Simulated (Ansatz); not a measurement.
# Current against voltage: S, between Ir atomic chains, part 2 of 3

Aim: the current at finite bias, with the potential solved under it.

Ansatz 0.2.0; DFT PBE, plane waves, PAW; relaxation of a junction, electrodes held but for their tips (the session's first sound run).

So far: Starting point; Relaxing the junction.

**2. Relaxing the junction (continued)**

Step by step:

```
step  energy less that of the first step (eV)  largest force component (eV/Å)
   1                                   0.0000                          0.9880
   2                                  -0.1475                          0.6167
   3                                  -0.1928                          0.0345
   4                                  -0.1928                          0.0347
   4                                  -0.1928                          0.0347
```

Forces are held to the 16 operations that the run works with; a distortion that breaks them can't arise in this run.

The atoms that moved most (Å):

| atom | dx | dy | dz | length |
| --- | --- | --- | --- | --- |
| Ir20 | 0.000 | 0.000 | -0.145 | 0.145 |
| Ir18 | 0.000 | 0.000 | 0.145 | 0.145 |
| Ir21 | 0.000 | 0.000 | -0.093 | 0.093 |
| Ir17 | 0.000 | 0.000 | 0.093 | 0.093 |

Final coordinates:

```xyz
37
Lattice="6.0000 0.0000 0.0000 0.0000 6.0000 0.0000 0.0000 0.0000 96.9232" Properties=species:S:1:pos:R:3
Ir    3.0000    3.0000    0.0000
Ir    3.0000    3.0000    2.3000
Ir    3.0000    3.0000    4.6000
Ir    3.0000    3.0000    6.9000
Ir    3.0000    3.0000    9.2000
Ir    3.0000    3.0000   11.5000
Ir    3.0000    3.0000   13.8000
Ir    3.0000    3.0000   16.1000
Ir    3.0000    3.0000   18.4000
Ir    3.0000    3.0000   20.7000
Ir    3.0000    3.0000   23.0000
Ir    3.0000    3.0000   25.3000
Ir    3.0000    3.0000   27.6000
Ir    3.0000    3.0000   29.9000
Ir    3.0000    3.0000   32.2000
Ir    3.0000    3.0000   34.5000
Ir    3.0000    3.0000   36.8934
Ir    3.0000    3.0000   39.2455
S     3.0000    3.0000   41.4616
Ir    3.0000    3.0000   43.6777
Ir    3.0000    3.0000   46.0298
Ir    3.0000    3.0000   48.4232
Ir    3.0000    3.0000   50.7232
Ir    3.0000    3.0000   53.0232
Ir    3.0000    3.0000   55.3232
Ir    3.0000    3.0000   57.6232
Ir    3.0000    3.0000   59.9232
Ir    3.0000    3.0000   62.2232
Ir    3.0000    3.0000   64.5232
Ir    3.0000    3.0000   66.8232
Ir    3.0000    3.0000   69.1232
Ir    3.0000    3.0000   71.4232
Ir    3.0000    3.0000   73.7232
Ir    3.0000    3.0000   76.0232
Ir    3.0000    3.0000   78.3232
Ir    3.0000    3.0000   80.6232
Ir    3.0000    3.0000   82.9232
```

This step gave:

```
energy at zero smearing : -430437.6191 eV
total moment            : 25.31 μB
absolute moment         : 25.85 μB
```

Site moment by element, in μB:

| element | atoms | mean | spread (r.m.s.) | least | largest |
| --- | --- | --- | --- | --- | --- |
| Ir | 36 | 0.50 | 0.17 | 0.18 | 1.01 |
| S | 1 | -0.03 | 0.00 | -0.03 | -0.03 |

The atoms farthest from the mean of their element:

| atom | x, y, z (Å) | site moment (μB) |
| --- | --- | --- |
| Ir37 | 3.00, 3.00, 82.92 | 1.01 |
| Ir1 | 3.00, 3.00, 0.00 | 1.01 |
| Ir35 | 3.00, 3.00, 78.32 | 0.18 |
| Ir3 | 3.00, 3.00, 4.60 | 0.18 |
| Ir21 | 3.00, 3.00, 46.03 | 0.73 |
| Ir17 | 3.00, 3.00, 36.89 | 0.73 |
| Ir31 | 3.00, 3.00, 69.12 | 0.33 |
| Ir7 | 3.00, 3.00, 13.80 | 0.33 |

The largest force component on a free atom ends at 0.035 eV/Å, under the limit of 0.07. The apex atoms end 4.43 Å apart, and their nearest bridge atoms lie at 2.22 Å (Ir–S) and 2.22 Å (Ir–S).

**3. The sweep under bias**

This step: DFT PBE, plane waves, PAW; current against voltage, self-consistent under bias (Ansatz 0.2.0).

Vacuum beyond both ends lets the two leads hold different Fermi levels, and the density is solved anew at each bias. Each lead has 18 atoms, since a wire screens slowly.

File input.yaml:

```yaml
crystal:
  lattice:
    - [6.0, 0.0, 0.0]
    - [0.0, 6.0, 0.0]
    - [0.0, 0.0, 96.9232]
  atoms:
    - { symbol: Ir, position: [0.5, 0.5, 0.0], spin: 1.0 }
    - { symbol: Ir, position: [0.5, 0.5, 0.023730129], spin: 1.0 }
    - { symbol: Ir, position: [0.5, 0.5, 0.047460257], spin: 1.0 }
    - { symbol: Ir, position: [0.5, 0.5, 0.071190386], spin: 1.0 }
    - { symbol: Ir, position: [0.5, 0.5, 0.094920514], spin: 1.0 }
    - { symbol: Ir, position: [0.5, 0.5, 0.118650643], spin: 1.0 }
    - { symbol: Ir, position: [0.5, 0.5, 0.142380772], spin: 1.0 }
    - { symbol: Ir, position: [0.5, 0.5, 0.1661109], spin: 1.0 }
    - { symbol: Ir, position: [0.5, 0.5, 0.189841029], spin: 1.0 }
    - { symbol: Ir, position: [0.5, 0.5, 0.213571157], spin: 1.0 }
    - { symbol: Ir, position: [0.5, 0.5, 0.237301286], spin: 1.0 }
    - { symbol: Ir, position: [0.5, 0.5, 0.261031415], spin: 1.0 }
    - { symbol: Ir, position: [0.5, 0.5, 0.284761543], spin: 1.0 }
    - { symbol: Ir, position: [0.5, 0.5, 0.308491672], spin: 1.0 }
    - { symbol: Ir, position: [0.5, 0.5, 0.3322218], spin: 1.0 }
    - { symbol: Ir, position: [0.5, 0.5, 0.355951929], spin: 1.0 }
    - { symbol: Ir, position: [0.5, 0.5, 0.3806452815], spin: 0.73 }
    - { symbol: Ir, position: [0.5, 0.5, 0.4049133044], spin: 0.58 }
    - { symbol: S, position: [0.5, 0.5, 0.4277778695] }
    - { symbol: Ir, position: [0.5, 0.5, 0.4506424346], spin: 0.58 }
    - { symbol: Ir, position: [0.5, 0.5, 0.4749104575], spin: 0.73 }
    - { symbol: Ir, position: [0.5, 0.5, 0.49960381], spin: 1.0 }
    - { symbol: Ir, position: [0.5, 0.5, 0.523333939], spin: 1.0 }
    - { symbol: Ir, position: [0.5, 0.5, 0.547064067], spin: 1.0 }
    - { symbol: Ir, position: [0.5, 0.5, 0.570794196], spin: 1.0 }
    - { symbol: Ir, position: [0.5, 0.5, 0.594524324], spin: 1.0 }
    - { symbol: Ir, position: [0.5, 0.5, 0.618254453], spin: 1.0 }
    - { symbol: Ir, position: [0.5, 0.5, 0.641984582], spin: 1.0 }
    - { symbol: Ir, position: [0.5, 0.5, 0.66571471], spin: 1.0 }
    - { symbol: Ir, position: [0.5, 0.5, 0.689444839], spin: 1.0 }
    - { symbol: Ir, position: [0.5, 0.5, 0.713174967], spin: 1.0 }
    - { symbol: Ir, position: [0.5, 0.5, 0.736905096], spin: 1.0 }
    - { symbol: Ir, position: [0.5, 0.5, 0.760635225], spin: 1.0 }
    - { symbol: Ir, position: [0.5, 0.5, 0.784365353], spin: 1.0 }
    - { symbol: Ir, position: [0.5, 0.5, 0.808095482], spin: 1.0 }
    - { symbol: Ir, position: [0.5, 0.5, 0.83182561], spin: 1.0 }
    - { symbol: Ir, position: [0.5, 0.5, 0.855555739], spin: 1.0 }
magnetization:
  spin_polarized: true
kpoints:
  mp_grid: { grid: [1, 1, 1] }
scf:
  occupations: { method: fermi_dirac, width: 0.1 }
hamiltonian:
  xc: pbe
output:
  current_voltage:
    leads: [[11, 12], [24, 25]]
    bias: [0.3, 0.6, 1.0, 1.5]
    electrode_ends: [17, 19]
    kmesh: [1, 1]
  write_potential: true
  write_density: true
  volumetric_format: npy
basis:
  ecutwfc: "340 eV"
```

The run is started by

```console
ansatz run input.yaml --threads 4 --pin off --max-ram 16384MiB --backend cpu --events-out ev --progress --plain --runs-dir out
```

Numbers of over 12 decimals in the logs are rounded to 6 here.

Log:

```text
[...]
Crystal: 37 atoms, lattice volume = 3489.235 Å³
Basis set: ecut = 340 eV, 49439 PW (Γ)
Bands: 392, of which v1, the nominal top of the filled ones, is band 309 counted from 1 (308 counted from 0)
Symmetry: 16 space group operations
[...]
k-points: 1
[...]
Starting moments: Σ|m| = 34.62 μB on 36 of 37 sites
[...]
SCF iter   1: F=—  HF=-430421.144965 eV  |F-HF|=—  |Δ(HF+E_count)|=         —  Δρ=1.37e-2 (↑1.37e-2 ↓9.21e-3)  dr2=2.30e1  dr2_m=2.27e0  M=30.602 μB ∫|m|=30.739 μB  β_m=0.30  ethr=3.10e-3  ⟨swp⟩=6.5  Hψ=2986  notcnv=0  defer=10
[...]
SCF iter  69: F=-430439.064159 eV  HF=-430439.064159 eV  |F-HF|=1.44e-8  |Δ(HF+E_count)|=  5.82e-11  Δρ=4.44e-8 (↑1.36e-8 ↓4.44e-8)  dr2=1.47e-8  dr2_m=9.75e-12  M=25.307 μB ∫|m|=25.850 μB  ethr=2.51e-12  ⟨swp⟩=1.0  Hψ=1576  notcnv=0
SCF 1 converged in 69 iterations: F = -430439.064159 eV  dr2 = 1.47e-8
[...]
iteration 69: the least curvature of the free energy that was read at this close is 0.172 (0.592 in the run's own bands): not negative
[...]
bias +0 V, iteration  1: dr2 7.09e0 eV, mean Fermi level -1.1332 eV
bias +0 V, iteration  2: dr2 2.28e0 eV, mean Fermi level -1.1371 eV
bias +0 V, iteration  3: dr2 3.06e0 eV, mean Fermi level -1.1468 eV
bias +0 V, iteration  4: dr2 8.96e-1 eV, mean Fermi level -1.1475 eV
bias +0 V, iteration  5: dr2 1.35e-1 eV, mean Fermi level -1.1515 eV
bias +0 V, iteration  6: dr2 4.04e-1 eV, mean Fermi level -1.1504 eV
bias +0 V, iteration  7: dr2 1.07e-1 eV, mean Fermi level -1.1524 eV
bias +0 V, iteration  8: dr2 6.04e-1 eV, mean Fermi level -1.1546 eV
bias +0 V, iteration  9: dr2 1.47e-1 eV, mean Fermi level -1.1518 eV
bias +0 V, iteration 10: dr2 1.19e-1 eV, mean Fermi level -1.1522 eV
bias +0 V, iteration 11: dr2 2.34e-2 eV, mean Fermi level -1.1517 eV
bias +0 V, iteration 12: dr2 7.87e-3 eV, mean Fermi level -1.1509 eV
bias +0 V, iteration 13: dr2 2.64e-3 eV, mean Fermi level -1.1519 eV
bias +0 V, iteration 14: dr2 1.49e-3 eV, mean Fermi level -1.1521 eV
bias +0 V, iteration 15: dr2 2.43e-4 eV, mean Fermi level -1.1519 eV
bias +0 V, iteration 16: dr2 2.36e-4 eV, mean Fermi level -1.1521 eV
bias +0 V, iteration 17: dr2 2.57e-4 eV, mean Fermi level -1.1522 eV
bias +0 V, iteration 18: dr2 1.53e-4 eV, mean Fermi level -1.1523 eV
bias +0 V, iteration 19: dr2 5.23e-5 eV, mean Fermi level -1.1522 eV
bias +0 V, iteration 20: dr2 3.34e-5 eV, mean Fermi level -1.1522 eV
bias +0 V, iteration 21: dr2 5.77e-5 eV, mean Fermi level -1.1522 eV
bias +0 V, iteration 22: dr2 3.49e-5 eV, mean Fermi level -1.1522 eV
bias +0 V, iteration 23: dr2 4.04e-5 eV, mean Fermi level -1.1522 eV
bias +0 V, iteration 24: dr2 3.97e-5 eV, mean Fermi level -1.1521 eV
bias +0 V, iteration 25: dr2 2.37e-5 eV, mean Fermi level -1.1522 eV
bias +0 V, iteration 26: dr2 7.69e-6 eV, mean Fermi level -1.1522 eV
bias +0 V, iteration 27: dr2 1.40e-6 eV, mean Fermi level -1.1521 eV
bias +0 V, iteration 28: dr2 1.13e-6 eV, mean Fermi level -1.1522 eV
bias +0 V, iteration 29: dr2 7.26e-7 eV, mean Fermi level -1.1522 eV
bias +0 V, iteration 30: dr2 2.31e-7 eV, mean Fermi level -1.1522 eV
bias +0 V, iteration 31: dr2 2.54e-7 eV, mean Fermi level -1.1522 eV
bias +0 V, iteration 32: dr2 2.69e-7 eV, mean Fermi level -1.1522 eV
bias +0 V, iteration 33: dr2 9.73e-8 eV, mean Fermi level -1.1522 eV
bias +0.3 V, iteration  1: dr2 6.86e2 eV, mean Fermi level -1.1532 eV
bias +0.3 V, iteration  2: dr2 1.08e2 eV, mean Fermi level -1.1538 eV
bias +0.3 V, iteration  3: dr2 6.07e0 eV, mean Fermi level -1.1462 eV
bias +0.3 V, iteration  4: dr2 4.71e0 eV, mean Fermi level -1.1466 eV
bias +0.3 V, iteration  5: dr2 1.54e0 eV, mean Fermi level -1.1535 eV
bias +0.3 V, iteration  6: dr2 3.14e-1 eV, mean Fermi level -1.1534 eV
bias +0.3 V, iteration  7: dr2 3.15e-1 eV, mean Fermi level -1.1523 eV
[...]
bias +1.5 V, iteration 50: dr2 1.65e-5 eV, mean Fermi level -1.1628 eV
bias +1.5 V, iteration 51: dr2 9.02e-7 eV, mean Fermi level -1.1628 eV
bias +1.5 V, iteration 52: dr2 4.35e-6 eV, mean Fermi level -1.1628 eV
bias +1.5 V, iteration 53: dr2 5.56e-6 eV, mean Fermi level -1.1628 eV
bias +1.5 V, iteration 54: dr2 2.52e-6 eV, mean Fermi level -1.1628 eV
bias +1.5 V, iteration 55: dr2 4.81e-6 eV, mean Fermi level -1.1628 eV
bias +1.5 V, iteration 56: dr2 5.31e-6 eV, mean Fermi level -1.1628 eV
bias +1.5 V, iteration 57: dr2 5.83e-6 eV, mean Fermi level -1.1628 eV
bias +1.5 V, iteration 58: dr2 2.46e-6 eV, mean Fermi level -1.1628 eV
bias +1.5 V, iteration 59: dr2 9.68e-7 eV, mean Fermi level -1.1628 eV
bias +1.5 V, iteration 60: dr2 8.92e-7 eV, mean Fermi level -1.1628 eV
bias +1.5 V, iteration 61: dr2 7.51e-8 eV, mean Fermi level -1.1628 eV
transmission: 14 of 136 steps passed
transmission: 28 of 136 steps passed
[...]
transmission: 136 of 136 steps passed
WARN: The output density's exchange-correlation potential varies sharply where the density is thin. Do not read a vacuum level from v_tot or v_xc, or from such a field of the output density. On a cell that repeats whose density bears no net charge and no dipole along the vacuum's axis use v_es (v_loc + v_h of the components); under efield.dipole_correction with no amplitude use v_es + v_field, which holds any externa [...]
SCF converged after 69 iterations
Stability not told: the SCF's own minimisation came to no verdict on its close, and a probe of this close gave no reading; the lowest value that the minimisation read is 5.0e-1 (residual 1.9e-1): no lower mode is shown, and none is ruled out
Magnetization: 25.3074 μB (321.6537 up, 296.3463 down)
Absolute magnetization: 25.8460 μB (∫|ρ↑−ρ↓|, with the PAW one-centre terms)
[...]
Per-site moments (μB) at R_I (Å): [(1.007959, 0.948750), (0.595067, 0.948750), (0.179444, 0.948750), (0.443039, 0.948750), (0.621916, 0.948750), (0.417878, 0.948750), (0.327569, 0.948750), (0.495054, 0.948750), (0.515436, 0.948750), (0.405332, 0.948750), (0.408263, 0.948750), (0.470202, 0.948750), (0.488580, 0.948750), (0.445433, 0.948750), (0.382139, 0.948750), (0.448160, 0.948750), (0.730491, 0.970255), (0.579084,  [...]
Free energy (F): -430439.064159 eV
[...]
Internal energy: -430436.174767 eV  (E = F + TS)
E sigma→0 (E₀):  -430437.619463 eV
Entropy (-TS):   -2.889392 eV (-78.092 meV/atom)
Fermi energy:    -1.156038 eV
[...]
--- Band table (eV) ---
  k-point 0 ↑: bands = [... 305 lower, -1.5348, -1.5348, -1.5281, -1.4809, -1.4808, -1.4790, -1.4789, -1.4458, ... 79 higher]
  k-point 0 ↓: bands = [... 305 lower, -1.0170, -1.0158, -1.0012, -0.9989, -0.9602, -0.9584, -0.9468, -0.9459, ... 79 higher]
--- Current–voltage curve ---
  leads      : [11, 12] from 0.00 to 34.50 and [24, 25] from 48.42 to 82.92 Å, reservoirs outside 21.95 and 60.97
  electrodes : end at 39.25 and 43.68 Å
  density    : 439 bands, filled at a thermal energy of 2.585e-2 eV; current at 300 K
  bias (V)   current (A)   every other point   every other energy   edges, levels   drop (V)   electrons moved   misfit (meV)   iterations
        +0      0.0000e0                   -             0.0000e0        0.0000e0     +0.000            0.00e0           23.4   33
      +0.3     6.0188e-5                   -            6.0185e-5      1.4620e-12     +0.206           1.14e-2           46.0   35
[...]
+1     1.9902e-4                   -            1.9901e-4      9.4360e-11     +0.729           3.78e-2           63.4   55
[...]
At 0 V the conductance is 1.9925e-4 S, 5.5348e14 S/m².
```

It took 81 min on 4 threads of Intel Xeon Platinum 8375C at 2.90GHz (Ice Lake), shared host; peak memory 9.6 GiB; 5.2 h of CPU time.

The column dr2 measures how far the density is from self-consistency, as an energy; F and HF (Harris–Foulkes) agree once it is small.

Numbers from this step:

* conductance at zero bias: 2.572 G₀
* current at the highest bias: 286.7 μA
* largest misfit of the leads: 142.2 meV

Cell area 36.000 Å^2. The current through one cell by bias:

```csv
bias (V),current (μA),current ampere up (μA),current ampere dn (μA)
0.000,0,0,0
0.300,60.2,29.2,31.0
0.600,121,58.9,62.0
1.000,199,96.5,103
1.500,287,138,149
```

Bias 0 V. Transmission and channels at 0 V against energy, zero at the mean Fermi level:

```csv
energy (eV),"transmission, up","transmission, down",channels left up,channels left dn,channels right up,channels right dn
-0.259,2.68,2.57,4,6,4,6
-0.233,2.65,2.58,4,6,4,6
-0.207,2.62,2.59,4,6,4,6
-0.181,2.60,2.61,4,6,4,6
-0.155,2.57,2.62,4,6,4,6
-0.129,2.55,2.63,4,6,4,6
-0.103,2.54,2.63,4,6,4,6
-0.078,2.52,2.64,4,6,4,6
-0.052,2.51,2.64,4,6,4,6
-0.026,2.50,2.64,4,6,4,6
0.000,2.49,2.65,4,6,4,6
0.026,2.48,2.65,4,6,4,6
0.052,2.48,2.66,4,6,4,6
0.078,2.48,2.67,4,6,4,6
0.103,2.48,2.68,4,6,4,6
0.129,2.48,2.70,4,6,4,6
0.155,2.48,2.72,4,6,4,6
0.181,2.48,2.72,4,6,4,6
0.207,2.48,2.70,4,6,4,6
0.233,2.48,2.69,4,5,4,5
0.259,2.49,2.68,4,4,4,4
```

Bias 0.6 V. Transmission and channels at 0.6 V against energy, zero at the mean Fermi level:

```csv
energy (eV),"transmission, up","transmission, down",channels left up,channels left dn,channels right up,channels right dn
-0.569,2.69,2.44,6,6,4,6
-0.517,2.67,2.46,6,6,4,6
-0.465,2.64,2.48,6,6,4,6
-0.439,2.63,2.50,6,6,4,6
-0.388,2.61,2.52,6,6,4,6
-0.336,2.60,2.54,6,6,4,6
-0.284,2.59,2.56,6,6,4,6
-0.259,2.58,2.57,6,6,4,6
-0.207,2.57,2.59,6,6,4,6
-0.155,2.57,2.62,6,6,4,6
-0.103,2.56,2.64,6,6,4,6
-0.078,2.56,2.65,6,6,4,6
-0.026,2.55,2.67,6,6,4,6
0.000,2.54,2.68,5,6,4,6
0.026,2.54,2.68,4,6,4,5
0.078,2.52,2.70,4,6,4,4
0.103,2.51,2.71,4,6,4,4
0.155,2.50,2.73,4,6,4,4
0.207,2.48,2.74,4,6,4,4
0.259,2.47,2.75,4,6,4,4
0.284,2.47,2.76,4,6,4,4
0.336,2.46,2.76,4,6,4,4
0.388,2.45,2.75,4,6,3,4
0.439,2.45,2.73,4,6,3,4
0.465,2.44,2.72,4,5,3,4
0.517,2.44,2.70,4,4,3,4
0.569,2.45,2.68,4,4,3,4
```

Bias 1.5 V. Table of transmission and channels at 1.5 V by energy, zero at the mean Fermi level:

| energy (eV) | transmission, up | transmission, down | channels left up | channels left dn | channels right up | channels right dn |
| --- | --- | --- | --- | --- | --- | --- |
| -1.008 | 2.66 | 2.47 | 4 | 4 | 4 | 6 |
| -0.905 | 2.63 | 2.47 | 6 | 4 | 4 | 6 |
| -0.801 | 2.59 | 2.47 | 6 | 4 | 4 | 6 |
| -0.698 | 2.55 | 2.47 | 6 | 5 | 4 | 6 |
| -0.595 | 2.52 | 2.49 | 6 | 6 | 4 | 6 |
| -0.491 | 2.51 | 2.52 | 6 | 6 | 4 | 6 |
| -0.388 | 2.49 | 2.55 | 6 | 6 | 4 | 6 |
| -0.310 | 2.48 | 2.58 | 6 | 6 | 4 | 4 |
| -0.207 | 2.46 | 2.62 | 6 | 6 | 4 | 4 |
| -0.103 | 2.43 | 2.65 | 6 | 6 | 4 | 4 |
| 0.000 | 2.38 | 2.66 | 6 | 6 | 3 | 4 |
| 0.103 | 2.34 | 2.64 | 6 | 6 | 3 | 4 |
| 0.207 | 2.30 | 2.61 | 6 | 6 | 3 | 4 |
| 0.310 | 2.27 | 2.58 | 6 | 6 | 3 | 4 |
| 0.388 | 2.25 | 2.56 | 6 | 6 | 3 | 4 |
| 0.491 | 2.22 | 2.54 | 6 | 6 | 3 | 4 |
| 0.595 | 2.18 | 2.50 | 4 | 6 | 3 | 4 |
| 0.698 | 2.15 | 2.47 | 4 | 6 | 3 | 3 |
| 0.801 | 2.12 | 2.45 | 4 | 6 | 3 | 3 |
| 0.905 | 2.10 | 2.43 | 4 | 4 | 3 | 3 |
| 1.008 | 2.04 | 2.40 | 4 | 4 | 3 | 3 |

The Hartree potential energy less that at 0 V, planar mean (0.3 V) oscillates, so the rows of the table below give means over windows of 5 Å about each position, cut where the curve ends. Its first 14 maxima inside the range that stand out by 2 % of the span (Å: eV): 2.4: 0.147, 9.2: 0.139, 11.5: 0.133, 13.8: 0.126, 16.0: 0.118, 18.3: 0.116, 20.5: 0.120, 22.8: 0.110, 25.4: 0.106, 27.7: 0.111, 29.9: 0.124, 32.2: 0.117, 34.5: 0.110, 37.1: 0.135. Its first 14 minima: 8.3: 0.132, 10.5: 0.122, 12.8: 0.113, 15.0: 0.105, 17.3: 0.0977, 19.6: 0.100, 21.8: 0.0951, 24.1: 0.0878, 26.4: 0.0914, 28.6: 0.0939, 30.9: 0.0999, 33.2: 0.0913, 35.8: 0.0994, 37.7: 0.117.

Table of Hartree potential energy less that at 0 V, planar mean by z; means over each step:

| z (Å) | 0.3 V (eV) | 0.6 V (eV) | 1 V (eV) | 1.5 V (eV) |
| --- | --- | --- | --- | --- |
| -5 | 0.0542 | 0.109 | 0.181 | 0.271 |
| 0 | 0.138 | 0.276 | 0.457 | 0.684 |
| 5 | 0.143 | 0.287 | 0.477 | 0.716 |
| 10 | 0.129 | 0.260 | 0.436 | 0.665 |
| 15 | 0.111 | 0.223 | 0.377 | 0.596 |
| 20 | 0.105 | 0.212 | 0.361 | 0.580 |
| 25 | 0.0976 | 0.200 | 0.347 | 0.573 |
| 30 | 0.106 | 0.214 | 0.363 | 0.583 |
| 35 | 0.107 | 0.220 | 0.380 | 0.601 |
| 40 | 0.0726 | 0.146 | 0.249 | 0.377 |
| 45 | -0.118 | -0.229 | -0.372 | -0.566 |
| 50 | -0.108 | -0.218 | -0.368 | -0.591 |
| 55 | -0.103 | -0.207 | -0.356 | -0.581 |
| 60 | -0.104 | -0.214 | -0.369 | -0.582 |
| 65 | -0.105 | -0.215 | -0.373 | -0.600 |
| 70 | -0.118 | -0.242 | -0.414 | -0.642 |
| 75 | -0.134 | -0.272 | -0.457 | -0.696 |
| 80 | -0.144 | -0.290 | -0.488 | -0.737 |
| 85 | -0.109 | -0.219 | -0.368 | -0.555 |

(Continued in part 3 of 3.)

[Logs are printed without paths, hosts, clocks, repeated set-up lines and the standing remarks that a program may print on its own settings, such as how far it seeks lower states.]

[Hosts, paths, dates, database ids (printed as entryN), source tags and the programs' standing remarks are cut or masked in the printed files.]
